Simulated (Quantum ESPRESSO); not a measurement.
# Energy and gap at +3 % biaxial strain: Al2SSe, 1 layer

How the rows were computed: Quantum ESPRESSO 7.5 driven by ASE, PBE, GBRV ultrasoft, ESM (bc1); atomic heights clamped; cell area 11.714 Å² at zero strain.

```tsv
strain (%)	energy (meV a cell)	gap on the mesh (eV)
−3	95.31	2.114
−1.5	23.26	2.081
0	0.00	2.051
+1.5	20.07	2.027
```

One more run was made and is withheld. What are energy and gap at +3 %, and how stiff is the sheet?

By hand: About zero, E'' = (23.26 + 20.07 − 2 × 0.00)/1.5² = 19.26 meV per %² and E' = (20.07 − 23.26)/3 = −1.06 meV per %. With E = A K ε², where K = (C11 + C22)/2 + C12 (C11 + C12 for a hexagonal sheet), K = 19.26 × 10/(2 × 11.714) × 16.02 = 132 N/m. The parabola gives E(+3 %) = 0.00 + 3 × (−1.06) + 4.5 × 19.26 = 83.5 meV. Continuing the last slope, the gap is 2 × 2.027 − 2.051 = 2.003 eV.

What the calculation gave: E = 78.6 meV and the gap 2.007 eV. The parabola misses by +4.9 meV, too high, since bonds soften under tension. The gap's line misses by −0.004 eV.

**Limits.** Clamped heights stiffen sheets with several planes. Semilocal gap, no spin-orbit coupling.

[Logs are printed without paths, hosts, clocks, repeated set-up lines and the standing remarks that a program may print on its own settings, such as how far it seeks lower states.]
